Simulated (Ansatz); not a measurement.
# How many bands does the GW gap of Si3N4 (Fd-3m) need?, part 2 of 2

How do accuracy and time trade against each other in G0W0 on Si3N4 (Fd-3m)?

Ansatz 0.2.0; G0W0 on PBE, plane waves, PAW; PAW set soft_1. Known limits of the many-body steps: not at the basis limit; coarse k mesh.

So far. Step 4 (647 empty bands, screening to 180 eV): Against the run with 4×4×4 mesh, 300 empty bands, screening to 108 eV, PAW set soft_1 files, the gap moves by +0.19 eV. Step 5 (Changing the k mesh: 2×2×2 mesh, 300 empty bands …): Against the run with 4×4×4 mesh, 300 empty bands, screening to 108 eV, PAW set soft_1 files, the gap moves by −0.08 eV, while the start moved by −0.04 eV. A band edge is found at another k point on this mesh.

**6. Changing the frequency model: 4×4×4 mesh, 647 empty bands, screening to 180 eV, plasmon pole, PAW set soft_1 files**

A plasmon pole stands in for the full frequency dependence of the screening; this run shows what that costs in accuracy. Bands and cutoff differ from the step before, so it is read against an earlier run that matches them.

input.yaml reads:

```yaml
crystal:
  lattice:
    - [0.0, 3.893718, 3.893718]
    - [3.893718, 0.0, 3.893718]
    - [3.893718, 3.893718, 0.0]
  atoms:
    - { symbol: Si, position: [0.125, 0.125, 0.625] }
    - { symbol: Si, position: [0.125, 0.625, 0.125] }
    - { symbol: Si, position: [0.625, 0.125, 0.125] }
    - { symbol: Si, position: [0.125, 0.125, 0.125] }
    - { symbol: Si, position: [0.75, 0.75, 0.75] }
    - { symbol: Si, position: [0.5, 0.5, 0.5] }
    - { symbol: "N", position: [0.367563, 0.367563, 0.367563] }
    - { symbol: "N", position: [0.352689, 0.882437, 0.882437] }
    - { symbol: "N", position: [0.882437, 0.882437, 0.352689] }
    - { symbol: "N", position: [0.882437, 0.352689, 0.882437] }
    - { symbol: "N", position: [0.367563, 0.367563, 0.897311] }
    - { symbol: "N", position: [0.367563, 0.897311, 0.367563] }
    - { symbol: "N", position: [0.882437, 0.882437, 0.882437] }
    - { symbol: "N", position: [0.897311, 0.367563, 0.367563] }
kpoints:
  mp_grid: { grid: [4, 4, 4] }
hamiltonian:
  xc: pbe
  pseudopotentials: { kind: paw, azcp: { folder: soft_1 } }
scf:
  occupations: { method: fixed }
gw:
  n_empty_bands: 647
  ecut_chi: 180.0
  qp_bands: [v4, c4]
  qp_kpoints: band_edges
  screening: { model: godby_needs }
```

Launch:

```bash
ansatz run input.yaml --threads 3 --pin off --max-ram 92160MiB --backend cuda --events-out ev --progress --plain --runs-dir out --devices 1 --max-vram 13GiB
```

Numbers of over 12 decimals in the logs are rounded to 6 here.

Log:

```text
GPUs: using 1 of 1 available (devices: 1).
[...]
GPU FFT provider: cuFFT
GPU libraries: cuBLAS 13.8.2, cuFFT 12.4.0, cuSOLVER 12.3.4
Crystal: 14 atoms, lattice volume = 118.066 Å³
Basis set: ecut = 420 eV, 2277 PW (Γ)
Bands: 46, of which v1, the nominal top of the filled ones, is band 32 counted from 1 (31 counted from 0)
Symmetry: 48 space group operations
[...]
k-points: 8 of 64
[...]
0    36     15.8536    -9.3955    -4.6654   -14.8812  0.8339    16.6765    16.6739  root
[...]
7    33     17.6152    -8.1010    -4.8440   -13.6646  0.8280    18.3377    18.3348  root
     7    34     17.6152    -8.1010    -4.8440   -13.6646  0.8280    18.3377    18.3348  root
     7    35     18.1258    -8.3659    -5.0420   -14.2302  0.8259    18.9528    18.9480  root
     7    36     18.1258    -8.3659    -5.0420   -14.2302  0.8259    18.9528    18.9480  root
[key lines of the parts left out:]
SCF converged after 8 iterations
Free energy (F): -6899.805714 eV
Fermi energy:    10.947073 eV
```

Elapsed: 40 s, on 1 × NVIDIA H100 80GB HBM3 (shared by 6 runs) with 3 threads of AMD EPYC 7R13 (Zen 3), shared host; peak memory 4.3 GiB; 81 s of CPU time.

Numbers from this step:

```
bands summed                                 : 679
plasmon-pole fit frequency                   : 27.34 eV
RPA ε∞ on this mesh (eigenvalues)            : 5.070, 5.070, 5.070
plane waves in the screening matrix          : 645
G0W0 gap on the mesh                         : 4.687 eV
k of the valence top                         : 0, 0.25, -0.25
k of the conduction bottom                   : 0, 0, 0
starting gap on the mesh                     : 3.368 eV
least direct G0W0 gap on the computed points : 4.712 eV
```

Against the run with 4×4×4 mesh, 647 empty bands, screening to 180 eV, PAW set soft_1 files, the gap moves by −0.07 eV.

**7. Changing the files and raising the bands: 4×4×4 mesh, 959 empty bands, screening to 234 eV, hard PAW files**

Other atomic data (hard PAW) test the pseudisation: the cutoff goes from 420 to 870 eV, with the same valence electrons. Bands and screening cutoff change too, so the step is no clean test of the files.

This step: G0W0 on PBE, plane waves, PAW.

Edit input.yaml of step 6 so:

```diff
@@ -24,3 +24,3 @@
   xc: pbe
-  pseudopotentials: { kind: paw, azcp: { folder: soft_1 } }
+  pseudopotentials: { kind: paw, source: ansatz }
 scf:
@@ -28,6 +28,6 @@
 gw:
-  n_empty_bands: 647
-  ecut_chi: 180.0
+  n_empty_bands: 959
+  ecut_chi: 234.0
   qp_bands: [v4, c4]
   qp_kpoints: band_edges
-  screening: { model: godby_needs }
+  screening: { model: contour_deformation }
```

Log:

```text
GPUs: using 1 of 1 available (devices: 1).
[...]
GPU FFT provider: cuFFT
GPU libraries: cuBLAS 13.8.2, cuFFT 12.4.0, cuSOLVER 12.3.4
Crystal: 14 atoms, lattice volume = 118.066 Å³
Basis set: ecut = 870 eV, 6855 PW (Γ)
Bands: 46, of which v1, the nominal top of the filled ones, is band 32 counted from 1 (31 counted from 0)
Symmetry: 48 space group operations
[...]
k-points: 8 of 64
[...]
0    36     15.8620    -9.2641    -4.8006   -14.8161  0.8289    16.6165    16.6134  root
[...]
7    33     17.6241    -7.9804    -5.0095   -13.6064  0.8180    18.2434    18.2406  root
     7    34     17.6241    -7.9804    -5.0095   -13.6064  0.8180    18.2434    18.2406  root
     7    35     18.1346    -8.2492    -5.2180   -14.1788  0.8142    18.8502    18.8463  root
     7    36     18.1346    -8.2492    -5.2180   -14.1788  0.8142    18.8502    18.8463  root
[key lines of the parts left out:]
SCF converged after 8 iterations
Free energy (F): -6899.269894 eV
Fermi energy:    10.957009 eV
```

It took 53 s on 1 × NVIDIA H100 80GB HBM3 (shared by 6 runs) with 3 threads; peak memory 3.7 GiB.

This step gave:

- bands summed: 991
- RPA ε∞ on this mesh (eigenvalues): 5.062, 5.062, 5.062
- plane waves in the screening matrix: 941
- G0W0 gap on the mesh: 4.850 eV
- k of the valence top: 0, 0.25, -0.25
- k of the conduction bottom: 0, 0, 0
- starting gap on the mesh: 3.359 eV
- least direct G0W0 gap on the computed points: 4.894 eV

Against the run with 4×4×4 mesh, 647 empty bands, screening to 180 eV, PAW set soft_1 files, the gap moves by +0.10 eV.

**8. Side by side**

Times are wall times on 1 × NVIDIA H100 80GB HBM3 (shared by 6 runs) with 3 threads of AMD EPYC 7R13 (Zen 3), shared host, good to a factor of about two.

| mesh | files | frequency | bands summed | cutoff (eV) | start (eV) | G0W0 (eV) | time | host memory (GiB) |
| --- | --- | --- | --- | --- | --- | --- | --- | --- |
| 4×4×4 | PAW set soft_1 | contour deformation | 138 | 54 | 3.368 | 4.330 | 12 s | 1.1 |
| 4×4×4 | PAW set soft_1 | contour deformation | 332 | 108 | 3.368 | 4.560 | 17 s | 1.3 |
| 4×4×4 | PAW set soft_1 | contour deformation | 679 | 180 | 3.368 | 4.752 | 31 s | 1.9 |
| 2×2×2 | PAW set soft_1 | contour deformation | 332 | 108 | 3.333 | 4.482 | 5.7 s | 1.1 |
| 4×4×4 | PAW set soft_1 | plasmon pole | 679 | 180 | 3.368 | 4.687 | 40 s | 4.3 |
| 4×4×4 | hard PAW | contour deformation | 991 | 234 | 3.359 | 4.850 | 53 s | 3.7 |

How the two edges are built up, in eV (the quasiparticle level is the starting level plus Σx plus Σc less Vxc):

| run | edge | start | Σx | Σc | Vxc | Z | QP |
| --- | --- | --- | --- | --- | --- | --- | --- |
| 138 bands | valence top | 10.95 | -22.35 | 3.83 | -18.56 | 0.81 | 10.98 |
| 138 bands | conduction bottom | 14.32 | -8.58 | -3.81 | -13.39 | 0.84 | 15.31 |
| 332 bands | valence top | 10.95 | -22.35 | 3.27 | -18.56 | 0.80 | 10.42 |
| 332 bands | conduction bottom | 14.32 | -8.58 | -4.14 | -13.39 | 0.84 | 14.98 |
| 679 bands | valence top | 10.95 | -22.35 | 2.93 | -18.56 | 0.80 | 10.09 |
| 679 bands | conduction bottom | 14.32 | -8.58 | -4.28 | -13.39 | 0.84 | 14.84 |

**9. Results**

| Property | Result |
| --- | --- |
| 138 bands, 54 eV | 4.330 eV |
| 332 bands, 108 eV | 4.560 eV |
| 679 bands, 180 eV | 4.752 eV |
| estimated limit in bands and cutoff | 4.94 eV |
| mesh and start | 4×4×4, PBE |

What this shows: A line in one over the bands through the two highest rungs gives 4.94 eV, +0.18 eV from the top rung; the pair below gives 4.72 eV, so the estimate is still climbing. The rungs stand 0.61 eV (138 bands), 0.38 eV (332 bands) and 0.18 eV (679 bands) from it. From 138 to 679 bands the gap moves by +0.42 eV while the time grows 2.6-fold. Σc changes by −0.90 eV at the valence top and −0.47 eV at the conduction bottom, so both edges matter. On the 2×2×2 mesh in place of 4×4×4 the gap differs by −0.08 eV, of which −0.04 eV is already in the start. The plasmon-pole model gives −0.07 eV against contour deformation, 5 % of the correction, and saved no time in this program. With hard PAW files and 991 bands the gap is 4.85 eV; the line for the PAW set soft_1 files gives 4.81 eV at that count, a difference of +0.04 eV that holds the line's own error too.

[Paths, hosts, dates, memory and timing lines, banners, echoed tables and standing remarks are left out of the program output.]

[Logs are printed without paths, hosts, clocks, repeated set-up lines and the standing remarks that a program may print on its own settings, such as how far it seeks lower states.]

[Runs of the session that timed out or met a known fault of the program may be left out.]

[Cells called generated may have been cut or substituted from an entry of the Crystallography Open Database or the Materials Project.]

[Hosts, paths, dates, database ids (printed as entryN), source tags and the programs' standing remarks are cut or masked in the printed files.]
